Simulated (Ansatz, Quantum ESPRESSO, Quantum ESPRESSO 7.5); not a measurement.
# Mg chain with one bond drawn out by 2.0 Å: ballistic transmission

Wanted: the transmission near the Fermi level and the conductance of this junction: Mg chain with one bond drawn out by 2.0 Å.

Main program and level: Quantum ESPRESSO 7.5; plane-wave DFT, PBE, GBRV ultrasoft pseudopotentials (cross-check by Ansatz 0.2.0 with PAW datasets).

### Step 1. Set-up

The cell holds 10 atoms: 10 Mg. Cell: a = 7.500 Å, b = 7.500 Å, c = 32.000 Å, α = 90.0°, β = 90.0°, γ = 90.0°. Regions: left lead, 5 atoms (5 Mg); right lead, 5 atoms (5 Mg). Vacuum lies along a and b. The structure is stacked along c, and the current runs across the ab planes.

As a file:

```cif
data_structure
_symmetry_space_group_name_H-M 'P 1'
_symmetry_Int_Tables_number 1
_cell_length_a 7.5000
_cell_length_b 7.5000
_cell_length_c 32.0000
_cell_angle_alpha 90.000
_cell_angle_beta 90.000
_cell_angle_gamma 90.000
_cell_volume 1800.00
loop_
_atom_site_label
_atom_site_type_symbol
_atom_site_fract_x
_atom_site_fract_y
_atom_site_fract_z
_atom_site_occupancy
Mg1 Mg 0.50000 0.50000 0.00000 1
Mg2 Mg 0.50000 0.50000 0.09375 1
Mg3 Mg 0.50000 0.50000 0.18750 1
Mg4 Mg 0.50000 0.50000 0.28125 1
Mg5 Mg 0.50000 0.50000 0.37500 1
Mg6 Mg 0.50000 0.50000 0.53125 1
Mg7 Mg 0.50000 0.50000 0.62500 1
Mg8 Mg 0.50000 0.50000 0.71875 1
Mg9 Mg 0.50000 0.50000 0.81250 1
Mg10 Mg 0.50000 0.50000 0.90625 1
```

### Step 2. Self-consistent run

One periodic cell holds a stretch of lead, the junction and more lead; the atoms stay as built.

Contents of scf.in:

```
&control
  prefix = 'scf'
  outdir = './out'
  pseudo_dir = './pseudo'
  calculation = 'scf'
  tprnfor = .true.
/
&system
  ibrav = 0
  nat = 10
  ntyp = 1
  ecutwfc = 34
  ecutrho = 170
  occupations = 'smearing'
  smearing = 'mv'
  degauss = 0.01
/
&electrons
  conv_thr = 1e-07
  mixing_beta = 0.25
  electron_maxstep = 120
  mixing_mode = 'local-TF'
/
ATOMIC_SPECIES
  Mg  24.3050  mg_pbe_v1.4.uspp.F.UPF
CELL_PARAMETERS angstrom
  7.50000000000000 0.00000000000000 0.00000000000000
  0.00000000000000 7.50000000000000 0.00000000000000
  0.00000000000000 0.00000000000000 32.00000000000000
ATOMIC_POSITIONS crystal
  Mg  0.500000000000 0.500000000000 0.000000000000
  Mg  0.500000000000 0.500000000000 0.093750000000
  Mg  0.500000000000 0.500000000000 0.187500000000
  Mg  0.500000000000 0.500000000000 0.281250000000
  Mg  0.500000000000 0.500000000000 0.375000000000
  Mg  0.500000000000 0.500000000000 0.531250000000
  Mg  0.500000000000 0.500000000000 0.625000000000
  Mg  0.500000000000 0.500000000000 0.718750000000
  Mg  0.500000000000 0.500000000000 0.812500000000
  Mg  0.500000000000 0.500000000000 0.906250000000
K_POINTS automatic
  1 1 3 0 0 0
```

Command:

```
> OMP_NUM_THREADS=1 mpirun -n 4 pw.x -nk 1 -in scf.in > scf.out
```

The program printed:

```text
Program PWSCF v.7.5 starts
[citation notice left out]

     Parallel version (MPI & OpenMP), running on       4 processor cores
     Number of MPI processes:                 4
     Threads/MPI process:                     1

     MPI processes distributed on     1 nodes
[...]
Current dimensions of program PWSCF are:
     Max number of different atomic species (ntypx) = 10
     Max number of k-points (npk) =  40000
     Max angular momentum in pseudopotentials (lmaxx) =  4
     Message from routine setup:
     using ibrav=0 with symmetry is DISCOURAGED, use correct ibrav instead

     R & G space division:  proc/nbgrp/npool/nimage =       4
     Subspace diagonalization in iterative solution of the eigenvalue problem:
     a serial algorithm will be used

     Parallelization info
     --------------------
     sticks:   dense  smooth     PW     G-vecs:    dense   smooth      PW
     Min         677     544    138               113695    81320   10360
     Max         678     545    139               113718    81335   10373
     Sum        2709    2177    553               454807   325305   41465

     Using Slab Decomposition

     bravais-lattice index     =            0
     lattice parameter (alat)  =      14.1729  a.u.
     unit-cell volume          =   12147.0021 (a.u.)^3
     number of atoms/cell      =           10
     number of atomic types    =            1
     number of electrons       =       100.00
     number of Kohn-Sham states=           60
     kinetic-energy cutoff     =      34.0000  Ry
     charge density cutoff     =     170.0000  Ry
     scf convergence threshold =      1.0E-07
     mixing beta               =       0.2500
     number of iterations used =            8  local-TF  mixing
     Exchange-correlation=  SLA  PW   PBX  PBC
                           (   1   4   3   4   0   0   0)

     celldm(1)=  14.172946  celldm(2)=   0.000000  celldm(3)=   0.000000
     celldm(4)=   0.000000  celldm(5)=   0.000000  celldm(6)=   0.000000

     crystal axes: (cart. coord. in units of alat)
               a(1) = (   1.000000   0.000000   0.000000 )
               a(2) = (   0.000000   1.000000   0.000000 )
               a(3) = (   0.000000   0.000000   4.266667 )

     reciprocal axes: (cart. coord. in units 2 pi/alat)
               b(1) = (  1.000000  0.000000  0.000000 )
               b(2) = (  0.000000  1.000000  0.000000 )
               b(3) = (  0.000000  0.000000  0.234375 )

     PseudoPot. # 1 for Mg read from file:
     ./pseudo/mg_pbe_v1.4.uspp.F.UPF
     Pseudo is Ultrasoft, Zval = 10.0
     Generated by new atomic code, or converted to UPF format
     Using radial grid of  821 points,  7 beta functions with:
                l(1) =   0
                l(2) =   0
                l(3) =   0
                l(4) =   1
                l(5) =   1
                l(6) =   2
                l(7) =   2
     Q(r) pseudized with  8 coefficients,  rinner =    1.200   1.200   1.200
                                                       1.200   1.200

     atomic species   valence    mass     pseudopotential
     Mg               10.00    24.30500     Mg( 1.00)

      8 Sym. Ops. (no inversion) found

   Cartesian axes

     site n.     atom                  positions (alat units)
         1        Mg     tau(   1) = (   0.5000000   0.5000000   0.0000000  )
         2        Mg     tau(   2) = (   0.5000000   0.5000000   0.4000000  )
         3        Mg     tau(   3) = (   0.5000000   0.5000000   0.8000000  )
         4        Mg     tau(   4) = (   0.5000000   0.5000000   1.2000000  )
         5        Mg     tau(   5) = (   0.5000000   0.5000000   1.6000000  )
         6        Mg     tau(   6) = (   0.5000000   0.5000000   2.2666667  )
         7        Mg     tau(   7) = (   0.5000000   0.5000000   2.6666667  )
         8        Mg     tau(   8) = (   0.5000000   0.5000000   3.0666667  )
         9        Mg     tau(   9) = (   0.5000000   0.5000000   3.4666667  )
        10        Mg     tau(  10) = (   0.5000000   0.5000000   3.8666667  )

     number of k points=     2  Marzari-Vanderbilt smearing, width (Ry)=  0.0100
                       cart. coord. in units 2pi/alat
        k(    1) = (   0.0000000   0.0000000   0.0000000), wk =   0.6666667
        k(    2) = (   0.0000000   0.0000000   0.0781250), wk =   1.3333333

     Dense  grid:   454807 G-vectors     FFT dimensions: (  60,  60, 256)

     Smooth grid:   325305 G-vectors     FFT dimensions: (  54,  54, 225)

     Estimated max dynamical RAM per process >     526.78 MB

     Estimated total dynamical RAM >       2.06 GB

     Initial potential from superposition of free atoms

     starting charge      96.9977, renormalised to     100.0000

     negative rho (up, down):  1.749E-06 0.000E+00
     Starting wfcs are   50 randomized atomic wfcs +   10 random wfcs

     total cpu time spent up to now is        1.5 secs

     per-process dynamical memory:   119.6 Mb

     Self-consistent Calculation

     iteration #  1     ecut=    34.00 Ry     beta= 0.25
     Davidson diagonalization with overlap
     ethr =  1.00E-02,  avg # of iterations =  8.0

     negative rho (up, down):  1.877E-03 0.000E+00

     total cpu time spent up to now is        6.4 secs

     total energy              =   -1252.86069642 Ry
     estimated scf accuracy    <       1.58962443 Ry

     iteration #  2     ecut=    34.00 Ry     beta= 0.25
[...]
negative rho (up, down):  2.604E-02 0.000E+00

[...]
total energy              =   -1252.17471808 Ry
     estimated scf accuracy    <       1.12350137 Ry

     iteration #  3     ecut=    34.00 Ry     beta= 0.25
[...]
negative rho (up, down):  2.428E-02 0.000E+00

[...]
total energy              =   -1252.32393206 Ry
     estimated scf accuracy    <       0.16012477 Ry

     iteration #  4     ecut=    34.00 Ry     beta= 0.25
[...]
negative rho (up, down):  1.544E-02 0.000E+00

[...]
total energy              =   -1252.28450050 Ry
     estimated scf accuracy    <       0.10004465 Ry

     iteration #  5     ecut=    34.00 Ry     beta= 0.25
[...]
negative rho (up, down):  1.084E-02 0.000E+00

[...]
total energy              =   -1252.29135401 Ry
     estimated scf accuracy    <       0.00682949 Ry

     iteration #  6     ecut=    34.00 Ry     beta= 0.25
[...]
negative rho (up, down):  2.039E-03 0.000E+00

[...]
total energy              =   -1252.29184895 Ry
     estimated scf accuracy    <       0.00247305 Ry

     iteration #  7     ecut=    34.00 Ry     beta= 0.25
[...]
negative rho (up, down):  6.199E-07 0.000E+00

[...]
total energy              =   -1252.29147718 Ry
     estimated scf accuracy    <       0.00123057 Ry

     iteration #  8     ecut=    34.00 Ry     beta= 0.25
[...]
total energy              =   -1252.29155091 Ry
     estimated scf accuracy    <       0.00013391 Ry

     iteration #  9     ecut=    34.00 Ry     beta= 0.25
[...]
negative rho (up, down):  2.408E-07 0.000E+00

[...]
total energy              =   -1252.29166447 Ry
     estimated scf accuracy    <       0.00009085 Ry

     iteration # 10     ecut=    34.00 Ry     beta= 0.25
[...]
total energy              =   -1252.29170498 Ry
     estimated scf accuracy    <       0.00001432 Ry

     iteration # 11     ecut=    34.00 Ry     beta= 0.25
[...]
total energy              =   -1252.29172666 Ry
     estimated scf accuracy    <       0.00000927 Ry

     iteration # 12     ecut=    34.00 Ry     beta= 0.25
[...]
total energy              =   -1252.29173875 Ry
     estimated scf accuracy    <       0.00000139 Ry

     iteration # 13     ecut=    34.00 Ry     beta= 0.25
[...]
total energy              =   -1252.29174961 Ry
     estimated scf accuracy    <       0.00000044 Ry

     iteration # 14     ecut=    34.00 Ry     beta= 0.25
[...]
total energy              =   -1252.29174795 Ry
     estimated scf accuracy    <       0.00000019 Ry

     iteration # 15     ecut=    34.00 Ry     beta= 0.25
[...]
End of self-consistent calculation

          k = 0.0000 0.0000 0.0000 ( 40665 PWs)   bands (ev):

   -78.5409 -78.5408 -78.5286 -78.5285 -78.5188 -78.5177 -78.5148 -78.5147
   -78.4293 -78.4292 -45.3454 -45.3454 -45.3454 -45.3454 -45.3342 -45.3342
   -45.3340 -45.3340 -45.3247 -45.3247 -45.3235 -45.3235 -45.3166 -45.3166
   -45.3164 -45.3164 -45.2420 -45.2419 -45.2258 -45.2219 -45.2175 -45.2175
   -45.2173 -45.2173 -45.2148 -45.2135 -45.2094 -45.1985 -45.1506 -45.1505
    -5.1627  -5.0426  -4.8337  -4.5402  -4.2150  -3.7602  -3.3439  -2.7058
    -2.2307  -1.2225  -1.1210  -1.0506  -1.0506  -0.9255  -0.9255  -0.7229
    -0.7229  -0.4365  -0.4365  -0.1457

          k = 0.0000 0.0000 0.0781 ( 40660 PWs)   bands (ev):

   -78.5409 -78.5408 -78.5286 -78.5285 -78.5188 -78.5177 -78.5148 -78.5147
   -78.4293 -78.4292 -45.3454 -45.3454 -45.3454 -45.3454 -45.3342 -45.3342
   -45.3340 -45.3340 -45.3247 -45.3247 -45.3235 -45.3235 -45.3165 -45.3165
   -45.3164 -45.3164 -45.2419 -45.2419 -45.2258 -45.2219 -45.2175 -45.2175
   -45.2173 -45.2173 -45.2147 -45.2135 -45.2096 -45.1986 -45.1507 -45.1505
    -5.1621  -5.0448  -4.8280  -4.5526  -4.1927  -3.7981  -3.2868  -2.7909
    -2.1165  -1.4869  -1.0500  -1.0500  -0.9282  -0.9282  -0.8293  -0.7151
    -0.7151  -0.4550  -0.4550  -0.1107

     the Fermi energy is    -1.1837 ev

!    total energy              =   -1252.29175256 Ry
     estimated scf accuracy    <       0.00000004 Ry
     smearing contrib. (-TS)   =      -0.00254085 Ry
     internal energy E=F+TS    =   -1252.28921171 Ry

     The total energy is F=E-TS. E is the sum of the following terms:
     one-electron contribution =   -1723.44741150 Ry
     hartree contribution      =     810.08231950 Ry
     xc contribution           =    -167.20176770 Ry
     ewald contribution        =    -171.72235200 Ry

     convergence has been achieved in  15 iterations

     Forces acting on atoms (cartesian axes, Ry/au):

     atom    1 type  1   force =     0.00000000    0.00000000   -0.00036962
     atom    2 type  1   force =     0.00000000    0.00000000   -0.00110662
     atom    3 type  1   force =     0.00000000    0.00000000   -0.00173149
     atom    4 type  1   force =     0.00000000    0.00000000   -0.00239069
     atom    5 type  1   force =     0.00000000    0.00000000    0.02433084
     atom    6 type  1   force =     0.00000000    0.00000000   -0.02433422
     atom    7 type  1   force =     0.00000000    0.00000000    0.00239879
     atom    8 type  1   force =     0.00000000    0.00000000    0.00173313
     atom    9 type  1   force =     0.00000000    0.00000000    0.00110963
     atom   10 type  1   force =     0.00000000    0.00000000    0.00036026

     Total force =     0.034704     Total SCF correction =     0.000614

[...]
=------------------------------------------------------------------------------=
   JOB DONE.
=------------------------------------------------------------------------------=
```

It took 63 s on 4 MPI ranks of Arm Neoverse V2, shared host; peak memory 2.1 GiB; 4.2 min of CPU time.

This step gave:

| Property | Result |
| --- | --- |
| free energy | -17038.2973 eV |
| Fermi energy | -1.184 eV |

The program's own clock; routines nest. Time by routine:

```csv
routine,wall time (s),calls
PWSCF,61.91,1
electrons,59.34,1
c_bands,33.8,15
cegterg,32.8,30
h_psi,22.78,174
fftw,18.69,10756
vloc_psi,16.76,174
sum_band,10.93,15
mix_rho,7.66,15
newd,6.11,16
ffts,4.61,1753
calbec,4.43,212
h_psi:calbec,2.99,174
s_psi,2.97,174
```

The run needed 15 iterations to bring the estimated error under 1e-07 Ry; the largest force on any atom, held or free, is 0.63 eV/Å.

(Continued in part 2 of 4.)

[Logs are printed without paths, hosts, clocks, repeated set-up lines and the standing remarks that a program may print on its own settings, such as how far it seeks lower states.]

[Hosts, paths, dates, database ids (printed as entryN), source tags and the programs' standing remarks are cut or masked in the printed files.]

[Maps of the electrostatic potential energy from Ansatz leave out the sawtooth potential of an applied field or a dipole correction, so their vacuum need not be flat; planar profiles and work functions include it.]
